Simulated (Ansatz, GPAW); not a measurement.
# A 9-layer slab of Na(100): work function by functional and basis, part 2 of 2

Aim: the work function of both faces of a 9-layer slab of Na(100), and its spread over functionals and bases.

GPAW 26.7.0 and Ansatz 0.2.0; Ansatz plane waves; slab in vacuum with a dipole correction, relaxation (the session's first sound run).

So far, upper work function (eV): step 2 (relaxing the atoms, PBE) 2.66; step 6 (self-consistent run: xc = "LDA") 2.78; step 7 (self-consistent run: xc = "RPBE") 2.60; step 8 (self-consistent run: xc = "revPBE") 2.59; step 9 (real-space grid: mode = "fd", PBE, GPAW) 2.66.

## (11) A second plane-wave code

A second program with its own datasets checks the number independently.

This step: Ansatz plane waves; slab in vacuum with a dipole correction (Ansatz 0.2.0).

The input, input.yaml:

```yaml
crystal:
  lattice:
    - [4.23, 0.0, 0.0]
    - [0.0, 4.23, 0.0]
    - [0.0, 0.0, 32.92]
  atoms:
    - { symbol: Na, position: [0.0, 0.0, 0.2430133657] }
    - { symbol: Na, position: [0.5, 0.5, 0.3072600243] }
    - { symbol: Na, position: [0.0, 0.0, 0.3715066829] }
    - { symbol: Na, position: [0.5, 0.5, 0.4357533414] }
    - { symbol: Na, position: [0.0, 0.0, 0.5] }
    - { symbol: Na, position: [0.5, 0.5, 0.5642466586] }
    - { symbol: Na, position: [0.0, 0.0, 0.6284933171] }
    - { symbol: Na, position: [0.5, 0.5, 0.6927399757] }
    - { symbol: Na, position: [0.0, 0.0, 0.7569866343] }
kpoints:
  mp_grid: { grid: [8, 8, 1] }
hamiltonian:
  xc: pbe
scf:
  occupations: { method: fermi_dirac, width: 0.1 }
efield:
  axis: 3
  dipole_correction: true
  ramp_width: 0.05
output:
  forces: true
  write_potential: true
  write_density: true
  volumetric_format: npy
  elf: true
```

Command:

```bash
$ ansatz run input.yaml --threads 2 --pin off --max-ram 4096MiB --backend cpu --events-out ev --progress --plain --runs-dir out
```

Wall time 18 s (2 threads of Intel Xeon at 2.70GHz, shared host); peak memory 0.86 GiB; 34 s of CPU time.

This step gave:

```yaml
upper_work_function: 2.663 eV
lower_work_function: 2.663 eV
dipole_along_the_normal: 7.42e-7 e·Å
dipole_field: 2.28e-7 V/Å
vacuum_level_above: 2.558 eV
vacuum_level_below: 2.558 eV
```

The electrostatic potential energy of an electron (with the applied field's), less the Fermi level, planar mean oscillates, so the rows of the table below give means over windows of 2.05 Å about each position, cut where the curve ends. Its maxima inside the range that stand out by 2 % of the span (Å: eV): 9.1: 0.851, 11.1: 0.813, 13.3: 0.807, 15.4: 0.821, 17.6: 0.821, 19.6: 0.807, 21.8: 0.813, 23.8: 0.851. Its minima: 8.0: -3.55, 10.1: -3.42, 12.3: -3.39, 14.3: -3.48, 16.5: -3.36, 18.6: -3.48, 20.6: -3.39, 22.8: -3.42, 24.9: -3.55.

Table of electrostatic potential energy of an electron (with the applied field's), less the Fermi level, planar mean by z; means over each step:

z (Å), electrostatic potential energy of an electron (with the applied field's), less the Fermi level, planar mean (eV) and a bar from the least value:
```
     1.02       2.66 ##############################
     3.07       2.66 ##############################
     5.12       2.56 #############################
     7.17       0.01 #######
     9.22      -0.82 
    11.28      -0.82 
    13.32      -0.83 
    15.37      -0.82 
    17.42      -0.82 
    19.47      -0.84 
    21.52      -0.84 
    23.57      -0.84 
    25.62      -0.26 #####
    27.67       2.54 #############################
    29.72       2.66 ##############################
    31.77       2.66 ##############################
```

The valence density, planar mean oscillates, so the rows of the table below give means over windows of 2.05 Å about each position, cut where the curve ends. Its maxima inside the range that stand out by 2 % of the span (Å: e/Å³): 8.0: 0.642, 10.1: 0.652, 12.3: 0.640, 14.3: 0.653, 16.5: 0.634, 18.6: 0.653, 20.6: 0.640, 22.8: 0.652, 24.9: 0.642. Its minima: 9.1: 0.0354, 11.1: 0.0340, 13.3: 0.0340, 15.4: 0.0343, 17.6: 0.0343, 19.6: 0.0340, 21.8: 0.0340, 23.8: 0.0354.

Valence density, planar mean against z; means over each step:

```tsv
z (Å)	valence density, planar mean (e/Å³)
3.07	4.8e-5
5.12	0.00153
7.17	0.179
9.22	0.228
11.28	0.226
13.32	0.225
15.37	0.225
17.42	0.226
19.47	0.228
21.52	0.230
23.57	0.233
25.62	0.203
27.67	0.00184
29.72	6.0e-5
```

ELF in the ca plane at fractional y = 0.000, with atoms of Na within 0.2 Å of it. It is the smooth field of the valence electrons, not physical close to the nuclei.

Ten even steps from '0' (0.00) to '9' (0.67), each cell a mean:
```
47730486760157610686840267502877820133210000
57740057620267630267510477620377400233210000
77763000001578752000003677851000001343100000
77876421236787776321246777886321235543100000
77788776677877777766777777899988887642100000
77788877778877778777777777899999987642100000
77787654467777777644567777888755566642100000
77875200013778764100014777873100013443100000
67751013200477740023101577730133100243210000
57730288850167620488820367611688710133210000
47620584671157510764750267502854830133210000
```
Columns run along c (16.0 Å, from fractional 0.42 to 0.91 of the cell), rows up along a (4.2 Å). Atoms in or near the plane, at fractional coordinates: Na at (0.50, 0.00), Na at (0.63, 0.00), Na at (0.76, 0.00).

Valence density in the ca plane at fractional y = 0.000, with atoms of Na within 0.2 Å of it. It is the smooth field of the valence electrons, not physical close to the nuclei.

Values in units of 1e0 e/Å³, 6 rows by 16 columns, each cell a mean:
```
0.0 0.0 4.4 1.4 0.0 0.0 2.6 3.2 0.0 0.0 0.9 4.9 0.0 0.0 0.0 0.0
0.0 0.0 0.1 0.0 0.0 0.0 0.1 0.1 0.0 0.0 0.0 0.1 0.0 0.0 0.0 0.0
0.0 0.0 0.0 0.0 0.0 0.0 0.0 0.0 0.0 0.0 0.0 0.0 0.0 0.0 0.0 0.0
0.0 0.0 0.0 0.0 0.0 0.0 0.0 0.0 0.0 0.0 0.0 0.0 0.0 0.0 0.0 0.0
0.0 0.0 0.2 0.1 0.0 0.0 0.2 0.2 0.0 0.0 0.1 0.3 0.0 0.0 0.0 0.0
0.0 0.1 7.4 2.4 0.0 0.0 4.4 5.5 0.0 0.0 1.6 8.2 0.1 0.0 0.0 0.0
```
Columns run along c (16.0 Å, from fractional 0.42 to 0.91 of the cell), rows up along a (4.2 Å). Atoms in or near the plane, at fractional coordinates: Na at (0.50, 0.00), Na at (0.63, 0.00), Na at (0.76, 0.00).

Electrostatic potential energy in the ca plane at fractional y = 0.000, with atoms of Na within 0.2 Å of it. With pseudopotentials it is smooth inside the atoms' cores, unlike the true potential.

Values in eV, 6 rows by 16 columns, each cell a mean:
```
  2   0 -26 -13   2   1 -18 -21   1   2 -10 -29  -2   2   2   3
  2   1  -1   0   2   2  -1  -1   2   2   0  -2   1   2   2   3
  2   2   2   2   2   2   2   2   2   2   2   2   2   2   3   3
  2   2   2   2   2   2   2   2   2   2   2   1   2   2   3   3
  2   1  -5  -2   2   2  -3  -4   2   2  -1  -5   0   2   2   3
  2  -1 -34 -17   1   1 -24 -28   0   2 -14 -37  -2   2   2   3
```
Columns run along c (16.0 Å, from fractional 0.42 to 0.91 of the cell; values clipped at the 3rd and 97th percentile), rows up along a (4.2 Å). Atoms in or near the plane, at fractional coordinates: Na at (0.50, 0.00), Na at (0.63, 0.00), Na at (0.76, 0.00).

The upper face's work function is 2.663 eV, against 2.663 eV in the first plane-wave PBE run at this geometry.

## (12) Side by side

Results and costs are gathered.

This step: comparison of work functions, dipole and cost (GPAW 26.7.0).

Ladder, by row:

```tsv
step	code	work function, upper (eV)	work function, lower (eV)	dipole (e Å)	wall time (s)	peak memory (GiB)	threads
pw	GPAW	2.663	2.663	-2.96e-4	129.8	0.4	1
vdW-DF2	GPAW	2.915	2.915	-2.94e-4	192.6	0.71	1
optPBE-vdW	GPAW	2.793	2.793	-2.94e-4	179.8	0.71	1
LDA	GPAW	2.776	2.776	-3.04e-4	122.6	0.41	1
RPBE	GPAW	2.596	2.596	-2.93e-4	119.7	0.41	1
revPBE	GPAW	2.586	2.586	-2.94e-4	133.6	0.4	1
fd	GPAW	2.662	2.662	1.06e-11	857	2.01	1
ansatz	Ansatz	2.663	2.663	7.42e-7	17.96	0.856	2
```

## (13) A changed run

One more run, with changed settings.

This step: GPAW, PAW setups; slab in vacuum (GPAW 26.7.0).

The input, run.py:

```python
import json
import numpy as np
from ase import Atoms
from gpaw import GPAW, PW

slab = Atoms(
    ['Na', 'Na', 'Na', 'Na', 'Na', 'Na', 'Na', 'Na', 'Na'],
    positions=[
        [0.00000, 0.00000, 8.00000],
        [2.11500, 2.11500, 10.11500],
        [0.00000, 0.00000, 12.23000],
        [2.11500, 2.11500, 14.34500],
        [0.00000, 0.00000, 16.46000],
        [2.11500, 2.11500, 18.57500],
        [0.00000, 0.00000, 20.69000],
        [2.11500, 2.11500, 22.80500],
        [0.00000, 0.00000, 24.92000]],
    cell=[[4.23, 0.0, 0.0], [0.0, 4.23, 0.0], [0.0, 0.0, 32.92]],
    pbc=[True, True, False])

slab.calc = GPAW(mode=PW(400), xc='PBE', kpts={'size': (8, 8, 1), 'gamma': True},
                 occupations={'name': 'fermi-dirac', 'width': 0.1}, nbands='140%',
                 convergence={'density': 1e-05}, maxiter=75,
                 poissonsolver={'dipolelayer': 'xy'},
                 symmetry={'tolerance': 1e-3}, txt='slab.txt')
result = {}
energy = slab.get_potential_energy()
fermi = slab.calc.get_fermi_level()
v = slab.calc.get_electrostatic_potential().mean((0, 1)) - fermi
n = slab.calc.get_pseudo_density().mean((0, 1))
L = slab.cell[2, 2]
z = np.arange(len(v)) * L / len(v)
low, high = slab.positions[:, 2].min(), slab.positions[:, 2].max()
below, above = np.interp([low - 1.0, high + 1.0], z, v)
slopes = [np.interp(x, z, np.gradient(v, z)) for x in (low - 1.0, high + 1.0)]
eps = np.array([[slab.calc.get_eigenvalues(k, s) for k in range(len(slab.calc.get_ibz_k_points()))]
                for s in range(slab.calc.get_number_of_spins())]) - fermi
top, bottom = eps[eps < 0].max(), eps[eps > 0].min()
dipole = slab.get_dipole_moment()[2]
print(f'energy {energy:.4f} eV, Fermi level {fermi:.4f} eV, dipole {dipole:.5f} e A')
print(f'potential 1.0 A off the faces, from the Fermi level: lower {below:.4f} eV, upper {above:.4f} eV')
print(f'slope of the potential there: lower {slopes[0]:.5f}, upper {slopes[1]:.5f} eV/A')
print(f'nearest levels on the mesh: {top:.4f} and {bottom:.4f} eV')
print('magnetic moment', round(slab.get_magnetic_moment(), 3))
result.update(energy=energy, fermi=fermi, dipole=dipole, below=below, above=above, slopes=slopes, edges=[top, bottom],
              z=z.tolist(), v=v.tolist(), n=n.tolist(), positions=slab.positions.tolist(),
              forces=slab.get_forces(apply_constraint=False).tolist(), moments=slab.get_magnetic_moments().tolist())
json.dump(result, open('result.json', 'w'))
```

Command:

```bash
$ OMP_NUM_THREADS=1 OPENBLAS_NUM_THREADS=1 python run.py
```

The job ended after 1.8 min (1 thread; peak memory 0.41 GiB).

The run finished. A setting was moved off its sound value on purpose, so it serves as a test and not as the result.

The fault put into the input: the potential probed 1 A off the face (probe = 1.0).

## (14) Summary of results

| Quantity | Value |
| --- | --- |
| work function, both faces | 2.66 eV |
| dipole along the normal | -3.0e-4 e Å, near the numerical noise |

**Reading.** With plane waves and PBE the work function is 2.66 eV on the upper face and 2.66 eV on the lower. The measured value for polycrystalline Na, which weights the faces of low work function, is 2.75 eV (as compiled in "Anisotropic work function of elemental crystals", 2019, arxiv:1902.07811); the relaxed upper face lies 0.087 eV under it with PBE, and LDA comes nearest (2.78 eV). Measured work functions scatter by a tenth of an eV or more between methods. Over the sound runs of the table the upper face's work function spans 2.586 (revPBE) to 2.915 eV (vdW-DF2). The two plane-wave codes differ by 4.1e-4 eV on the upper face. The small printed dipole stands for a step of 3.0 meV from the lower to the upper face, and the probes find 6.1e-10 meV; values this small are near the numerical noise of both. The in-plane lattice was kept as typed, which isn't the functional's own and leaves some strain; spin-orbit coupling and temperature are left out.

[Logs are printed without paths, hosts, clocks, repeated set-up lines and the standing remarks that a program may print on its own settings, such as how far it seeks lower states.]

[Hosts, paths, dates, database ids (printed as entryN), source tags and the programs' standing remarks are cut or masked in the printed files.]
